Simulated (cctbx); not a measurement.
# What is wrong with this refinement?

Cell a = 5.2150 Å, b = 9.6940 Å, c = 8.7780 Å, α = 90.00°, β = 90.42°, γ = 90.00°; space group Cc (no. 9).

The data are simulated with cctbx, not measured: Ag Kα, λ = 0.56087 Å, to d = 0.84 Å, 95 % of the full sphere, strongest reflection 20000 counts, noise from counting, a 6 % proportional error and a noise floor of 2 counts (s.d.); no absorption.

An anisotropic refinement with weights 1/σ² prints:

```text
Rint 0.037, 203 unique reflections to 1.30 A
cycle     R1     wR2    GooF  max shift (A)
   1  0.0189  0.0500   1.138   0.05545
   6  0.0169  0.0405   0.921   0.00025
final R1 0.0169 wR2 0.0405 GooF 0.921  parameters 63  data/parameter 3.2
atom        x        y        z      Ueq    occ   su(xyz)  su(Uiso or U11)
Pd1    0.03772  0.34045  0.82037   0.0133  1.000  0.00022  0.0013
P1     0.03536  0.32202  0.20027   0.0157  1.000  0.00137  0.0053
O1     0.97249  0.48265  0.25271   0.0168  1.000  0.00164  0.0085
O2     0.89818  0.21480  0.31950   0.0123  1.000  0.00167  0.0109  NPD
O3     0.90610  0.29859  0.04258   0.0284  1.000  0.00222  0.0103
O4     0.31510  0.28996  0.18842   0.0234  1.000  0.00285  0.0135
Li1    0.03842  0.17298  0.51685   0.0330  1.000  0.00628  0.0246  NPD
difference map: max 0.18 min -0.17 rms 0.05
Q1    0.1842  0.3263  0.0155    4    0.18  1.50 A from O3
Q2    0.2874  0.1038  0.3506    4    0.16  1.44 A from Pd1
Q3    0.1547  0.1801  0.6426    4    0.13  1.26 A from Li1
Q4    0.3730  0.1711  0.0115    4    0.13  1.74 A from Li1
Q5    0.2736  0.4013  0.7964    4    0.12  1.31 A from O2
Q6    0.3966  0.5049  0.3992    4    0.12  2.06 A from Li1
```

**Question.** Can this result stand? If not, what is the likely fault?

Mend it. The fault: data cut at low resolution. Against the right model at the same level, R1 goes from 0.0196 to 0.0169 and GooF from 0.94 to 0.92 and O2 and Li1 go non-positive-definite. The atoms are right, but there are too few data for the parameters: R1 flatters and the s.u.s grow. Data per parameter fall from 12.5 to 3.2.

The compound is LiPPdO4. The right model at the same level gives:

```text
Rint 0.036, 785 unique reflections to 0.84 A
cycle     R1     wR2    GooF  max shift (A)
   1  0.0198  0.0511   0.962   0.00651
   3  0.0196  0.0498   0.938   0.00012
final R1 0.0196 wR2 0.0498 GooF 0.938  parameters 63  data/parameter 12.5
atom        x        y        z      Ueq    occ   su(xyz)  su(Uiso or U11)
Pd1    0.03749  0.34060  0.82035   0.0132  1.000  0.00004  0.0002
P1     0.03588  0.32277  0.20002   0.0183  1.000  0.00026  0.0006
O1     0.97109  0.48221  0.25334   0.0175  1.000  0.00057  0.0015
O2     0.89697  0.21769  0.31890   0.0239  1.000  0.00059  0.0018
O3     0.90626  0.29750  0.04321   0.0219  1.000  0.00066  0.0017
O4     0.32319  0.28812  0.18851   0.0262  1.000  0.00068  0.0018
Li1    0.04115  0.17003  0.52328   0.0261  1.000  0.00205  0.0048
Flack x: 0.07(6)
Hooft y: 0.055(76)  Bijvoet pairs: 388
difference map: max 0.32 min -0.28 rms 0.09
Q1    0.1438  0.3429  0.9801    4    0.34  1.43 A from O3
Q2    0.4434  0.1633  0.1613    4    0.32  1.38 A from O4
Q3    0.3292  0.1199  0.3376    4    0.29  1.16 A from Pd1
Q4    0.0902  0.4236  0.5122    4    0.27  2.39 A from O1
Q5    0.1819  0.1754  0.7219    4    0.27  1.74 A from O2
Q6    0.1199  0.1678  0.3634    4    0.27  1.32 A from O2
```

The model was made for the exercise: a known structure type with other elements put in, its volume estimated, not relaxed; displacement parameters are assumed.

[Middle refinement cycles are left out of these outputs.]

[Logs are printed without paths, hosts, clocks, repeated set-up lines and the standing remarks that a program may print on its own settings, such as how far it seeks lower states.]
